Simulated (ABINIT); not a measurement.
## Quasiparticle gap of TePb (Fm-3m) in ABINIT

Wanted: ground state, empty states, screening and self-energy for TePb (Fm-3m).

Program: ABINIT 10.8.3. Level of theory: LDA and many-body steps on it, plane waves. Results are calculated unless marked as measured.

This is a report of a sequence of runs, with most program output left out.

## Step 1: The structure

It takes space group Fm-3m (No. 225, cubic). Conventional cell: a = 6.462 Å, b = 6.462 Å, c = 6.462 Å, α = 90.00°, β = 90.00°, γ = 90.00°. Nearest to Te lie 6 Pb at 3.23 Å. Nearest to Pb lie 6 Te at 3.23 Å. Farther neighbours and most contacts between anions are not listed.

The cell and positions come from the Crystallography Open Database and are kept as given unless a step says otherwise. Spin-orbit coupling is left out unless a step names it.

## Step 2: Ground state

This step: ABINIT 10.8.3; DFT, LDA, plane waves, norm-conserving pseudopotentials.

The ground-state density comes first.

Input file run.abi:

```
acell 3*1.0 Angstrom
rprim 
  0.000000000000 3.231000000000 3.231000000000
  3.231000000000 -0.000000000000 3.231000000000
  3.231000000000 3.231000000000 -0.000000000000
ntypat 2
znucl 52 82
natom 2
typat 1 2
xred 
  0.500000000000 0.500000000000 0.500000000000
  0.000000000000 0.000000000000 0.000000000000
pp_dirpath "pseudos"
pseudos "Te.upf, Pb.upf"
ecut 34
ngkpt 6 6 6
nshiftk 1
shiftk 0 0 0
kptopt 1
chksymbreak 0
nband 20
occopt 1
tolvrs 1e-10
nstep 60
prtwf 0
optforces 0
optstress 0
indata_prefix "in"
outdata_prefix "out"
tmpdata_prefix "tmp"
```

Launch:

```sh
OMP_NUM_THREADS=1 mpirun -n 4 abinit run.abi > log
```

Run time: 68 s. Hardware: 4 MPI ranks of Intel Xeon at 2.80GHz (Skylake/Cascade Lake), shared host; peak memory 0.36 GiB; 3.2 min of CPU time.

Numbers from this step:

```
total energy               : -4759.7978 eV
gap                        : 0.6555 eV
k of the valence top       : 0.5, 0, 0
k of the conduction bottom : 0.5, 0, 0
least direct gap           : 0.6555 eV
```

The gap is direct, at (0.500, 0.000, 0.000).

## Step 3: Bands along the symmetry lines

Levels along a band path, at the cheap level, show where the edges lie and whether the meshes to come will hold them.

Input file run.abi:

```
acell 3*1.0 Angstrom
rprim 
  0.000000000000 3.231000000000 3.231000000000
  3.231000000000 -0.000000000000 3.231000000000
  3.231000000000 3.231000000000 -0.000000000000
ntypat 2
znucl 52 82
natom 2
typat 1 2
xred 
  0.500000000000 0.500000000000 0.500000000000
  0.000000000000 0.000000000000 0.000000000000
pp_dirpath "pseudos"
pseudos "Te.upf, Pb.upf"
ecut 34
iscf -2
irdden 1
kptopt 0
nkpt 50
kpt 
  0.00000000 0.00000000 0.00000000
  0.06250000 0.00000000 0.06250000
  0.12500000 0.00000000 0.12500000
  0.18750000 0.00000000 0.18750000
  0.25000000 0.00000000 0.25000000
  0.31250000 0.00000000 0.31250000
  0.37500000 0.00000000 0.37500000
  0.43750000 0.00000000 0.43750000
  0.50000000 0.00000000 0.50000000
  0.51562500 0.03125000 0.51562500
  0.53125000 0.06250000 0.53125000
  0.54687500 0.09375000 0.54687500
  0.56250000 0.12500000 0.56250000
  0.57812500 0.15625000 0.57812500
  0.59375000 0.18750000 0.59375000
  0.60937500 0.21875000 0.60937500
  0.62500000 0.25000000 0.62500000
  0.37500000 0.37500000 0.75000000
  0.32812500 0.32812500 0.65625000
  0.28125000 0.28125000 0.56250000
  0.23437500 0.23437500 0.46875000
  0.18750000 0.18750000 0.37500000
  0.14062500 0.14062500 0.28125000
  0.09375000 0.09375000 0.18750000
  0.04687500 0.04687500 0.09375000
  0.00000000 0.00000000 0.00000000
  0.06250000 0.06250000 0.06250000
  0.12500000 0.12500000 0.12500000
  0.18750000 0.18750000 0.18750000
  0.25000000 0.25000000 0.25000000
  0.31250000 0.31250000 0.31250000
  0.37500000 0.37500000 0.37500000
  0.43750000 0.43750000 0.43750000
  0.50000000 0.50000000 0.50000000
  0.50000000 0.46875000 0.53125000
  0.50000000 0.43750000 0.56250000
  0.50000000 0.40625000 0.59375000
  0.50000000 0.37500000 0.62500000
  0.50000000 0.34375000 0.65625000
  0.50000000 0.31250000 0.68750000
  0.50000000 0.28125000 0.71875000
  0.50000000 0.25000000 0.75000000
  0.50000000 0.21875000 0.71875000
  0.50000000 0.18750000 0.68750000
  0.50000000 0.15625000 0.65625000
  0.50000000 0.12500000 0.62500000
  0.50000000 0.09375000 0.59375000
  0.50000000 0.06250000 0.56250000
  0.50000000 0.03125000 0.53125000
  0.50000000 0.00000000 0.50000000
istwfk *1
nband 22
nbdbuf 2
tolwfr 1e-08
nstep 40
prtwf 0
prtvol 0
indata_prefix "in"
outdata_prefix "out"
tmpdata_prefix "tmp"
```

It took 5.9 min on 4 MPI ranks; peak memory 0.36 GiB; 3.6 min of CPU time.

Numbers from this step:

```
gap                        : 0.6555 eV
k of the valence top       : 0.5, 0.5, 0.5
k of the conduction bottom : 0.5, 0.5, 0.5
least direct gap           : 0.6555 eV
```

The gap is 0.656 eV, as in the run before at this level.

Electronic bands along the path, in eV, zero at the top of the highest filled band:

```
    point  band 12  band 13  band 14  band 15  band 16  band 17  band 18  band 19
        Γ    -5.74    -1.31    -1.31    -1.31     4.03     4.03     4.03     5.87
  halfway    -6.95    -2.12    -2.12    -1.39     2.54     4.09     4.46     4.46
        X    -7.39    -4.48    -2.77    -2.77     3.32     5.42     5.42     6.61
  halfway    -7.61    -4.38    -2.64    -2.57     3.62     4.87     5.00     6.41
        U    -8.04    -4.10    -2.27    -2.07     3.54     3.75     5.14     5.89
jump to K    -8.04    -4.10    -2.27    -2.07     3.54     3.75     5.14     5.89
  halfway    -7.40    -2.43    -0.70    -0.12     1.26     1.60     4.22     6.14
        Γ    -5.74    -1.31    -1.31    -1.31     4.03     4.03     4.03     5.87
  halfway    -7.10    -1.14    -1.14    -0.66     2.07     2.42     2.42     5.99
        L    -8.65    -0.84    -0.84     0.00     0.66     1.24     1.24     8.37
  halfway    -8.40    -2.75    -2.55    -0.43     1.28     3.53     3.99     6.89
        W    -8.07    -3.76    -3.76    -0.32     1.61     5.22     5.22     6.83
  halfway    -7.75    -4.29    -3.11    -1.83     3.63     3.94     5.73     6.22
        X    -7.39    -4.48    -2.77    -2.77     3.32     5.42     5.42     6.61
```

## Step 4: Empty states on the mesh, 4×4×4 mesh, 46 bands

The sums over transitions need many empty states on a uniform mesh; this step solves for them.

Input file run.abi:

```
acell 3*1.0 Angstrom
rprim 
  0.000000000000 3.231000000000 3.231000000000
  3.231000000000 -0.000000000000 3.231000000000
  3.231000000000 3.231000000000 -0.000000000000
ntypat 2
znucl 52 82
natom 2
typat 1 2
xred 
  0.500000000000 0.500000000000 0.500000000000
  0.000000000000 0.000000000000 0.000000000000
pp_dirpath "pseudos"
pseudos "Te.upf, Pb.upf"
ecut 34
ngkpt 4 4 4
nshiftk 1
shiftk 0 0 0
kptopt 1
chksymbreak 0
iscf -2
irdden 1
istwfk *1
nband 46
nbdbuf 4
tolwfr 1e-09
nstep 60
prtvol 0
indata_prefix "in"
outdata_prefix "out"
tmpdata_prefix "tmp"
```

The job ended after 45 s (4 MPI ranks; peak memory 0.31 GiB).

This step gave:

* gap: 0.6555 eV
* k of the valence top: 0.5, 0, 0
* k of the conduction bottom: 0.5, 0, 0
* least direct gap: 0.6555 eV
* k points computed: 8
* lowest point of the top converged band, above the valence top: 25.22 eV

On this mesh the gap is 0.656 eV.

## Step 5: Screening, 4×4×4 mesh, 42 bands, screening to 87.1 eV

The RPA dielectric matrix is built and inverted for each q.

This step: RPA screening on LDA, plane waves, norm-conserving pseudopotentials.

run.abi, as its differences from that of step 4:

```diff
@@ -20,10 +20,11 @@
 chksymbreak 0
-iscf -2
-irdden 1
 istwfk *1
-nband 46
-nbdbuf 4
-tolwfr 1e-09
-nstep 60
-prtvol 0
+occopt 1
+irdwfk 1
+optdriver 3
+nband 42
+ecuteps 3.2
+inclvkb 2
+awtr 1
+symchi 1
 indata_prefix "in"
```

It took 65 s on 4 MPI ranks; peak memory 0.73 GiB; 2.3 min of CPU time.

Numbers from this step:

| Item | Value |
| --- | --- |
| ε∞ with local fields, on this mesh, along the program's q direction | 43.59 |
| the same without local fields | 47.10 |
| plasma frequency | 24.76 eV |
| plane waves in the screening matrix | 137 |

Local fields lower ε∞ by 7 %.

## Step 6: Self-energy, 4×4×4 mesh, 42 bands, screening to 87.1 eV

The self-energy is evaluated for the states that the input lists, and the levels follow from it, in one-shot runs by the linearised quasiparticle equation.

This step: G0W0 on LDA, plane waves, norm-conserving pseudopotentials.

run.abi, as its differences from that of step 5:

```diff
@@ -23,8 +23,17 @@
 irdwfk 1
-optdriver 3
+optdriver 4
 nband 42
+gwcalctyp 0
+ecutsigx 34
+symsigma 1
+nkptgw 2
+kptgw 
+  0.5000000000 0.0000000000 0.0000000000
+  0.0000000000 0.0000000000 0.0000000000
+bdgw 
+  13 18
+  13 18
 ecuteps 3.2
-inclvkb 2
-awtr 1
-symchi 1
+irdscr 1
+ppmodel 1
 indata_prefix "in"
```

Elapsed: 33 s, on 4 MPI ranks; peak memory 0.82 GiB.

This step gave:

| Item | Value |
| --- | --- |
| G0W0 gap on the points computed | 0.9430 eV |
| starting gap on the mesh | 0.6555 eV |
| k of the valence top | 0.5, 0, 0 |
| k of the conduction bottom | 0.5, 0, 0 |
| Z at the valence top | 0.793 |
| Z at the conduction bottom | 0.801 |
| least direct G0W0 gap on the computed points | 0.9430 eV |

The gap on the mesh goes from 0.66 eV to 0.94 eV, a correction of +0.29 eV.

Limits: finite bands, cutoff and mesh; model gap, bands may invert with spin-orbit coupling; exchange with frozen shells missing; no spin-orbit coupling; coarse k mesh. v1 is the top filled band, c1 the lowest empty one. Levels before and after the correction, in eV, zero at the valence-band top of each column:

```
           conduction bottom  valence top
Kohn-Sham               0.66         0.00
     G0W0               0.94         0.00
```

```csv
,level,energy (eV)
Kohn-Sham,(0.5 0 0) v3-v2,-0.835
Kohn-Sham,(0.5 0 0) v1,0.000
Kohn-Sham,(0.5 0 0) c1,0.656
Kohn-Sham,(0.5 0 0) c2-c3,1.236
G0W0,(0.5 0 0) v3-v2,-0.951
G0W0,(0.5 0 0) v1,0.000
G0W0,(0.5 0 0) c1,0.943
G0W0,(0.5 0 0) c2-c3,1.508
```

## Step 7: Where the time went

Times are wall times on 4 MPI ranks of Intel Xeon at 2.80GHz (Skylake/Cascade Lake), shared host, good to a factor of about two.

| step | time | share | memory (GiB) |
| --- | --- | --- | --- |
| ground state | 68 s | 12 % | 0.36 |
| bands along the symmetry lines | 5.9 min | 63 % | 0.36 |
| empty states on the mesh | 45 s | 8 % | 0.31 |
| screening | 65 s | 11 % | 0.73 |
| self-energy | 33 s | 6 % | 0.82 |

## Step 8: Summary of results

```
LDA gap              : 0.66 eV, direct
G0W0 gap on the mesh : 0.94 eV
GW settings          : 4×4×4 mesh, 42 bands, screening to 87.1 eV, Godby-Needs plasmon pole
known limits         : not at the basis limit; model gap, bands may invert with spin-orbit coupling; exchange with frozen shells missing; mesh may overstate the screening; no spin-orbit coupling; coarse k mesh
```

In words: G0W0 moves the gap on the mesh from 0.66 eV to 0.94 eV (+0.29 eV), with Z of 0.79 and 0.80 at the edges. Local fields lower the RPA ε∞ on this mesh from 47.10 to 43.59. Only 2 of the mesh's irreducible points were corrected, so a valley elsewhere could overtake. The dearest step here is «bands along the symmetry lines». Bands and cutoff are finite, so the gap is not at the basis limit. The miss can reach some tenths of an eV and take either sign; the mesh is an error of its own. In the G0W0 run levels were corrected at 2 k points alone, so a gap called «on the mesh» is the least over those, and an edge elsewhere would be missed. The 4×4×4 mesh is coarse for this cell, which bears on the long-range parts of exchange and screening. Where an edge is built on 6p states of lead, bismuth or thallium, scalar-relativistic gaps usually stand too wide, by a few tenths to over one eV. With atoms this heavy and so narrow a gap, spin-orbit coupling can invert the bands. These scalar-relativistic gaps are then model values, not to be set against experiment, and a spin-orbit change taken from DFT can't simply be added. The norm-conserving file of at least one element keeps a d shell over frozen s and p shells of the same row. Exchange with those shells is missing from the self-energy, an error of 0.3 to 0.9 eV in cases checked, whose sign depends on which edge lies on those atoms. The RPA ε∞ on this mesh reaches over 25; with a narrow direct gap a coarse mesh can overstate it, and the correction is then too small.

[Paths, hosts, dates, memory and timing lines, banners, echoed tables and standing remarks are left out of the program output.]

[Logs are printed without paths, hosts, clocks, repeated set-up lines and the standing remarks that a program may print on its own settings, such as how far it seeks lower states.]

[Runs of the session that timed out or met a known fault of the program may be left out.]

[No measured gap is set beside runs whose start may be inverted or whose files or cutoffs have a known fault.]

[Hosts, paths, dates, database ids (printed as entryN), source tags and the programs' standing remarks are cut or masked in the printed files.]

[G0W0 gaps are taken among the corrected bands and points alone; a level outside them can change the order at an edge.]

[Where Ansatz stands beside ABINIT at settings called matched, ABINIT's density can come from a denser mesh and the files from another edition; pairs whose starting gaps differed by over 0.03 eV were left out, so agreement reads better than it is.]
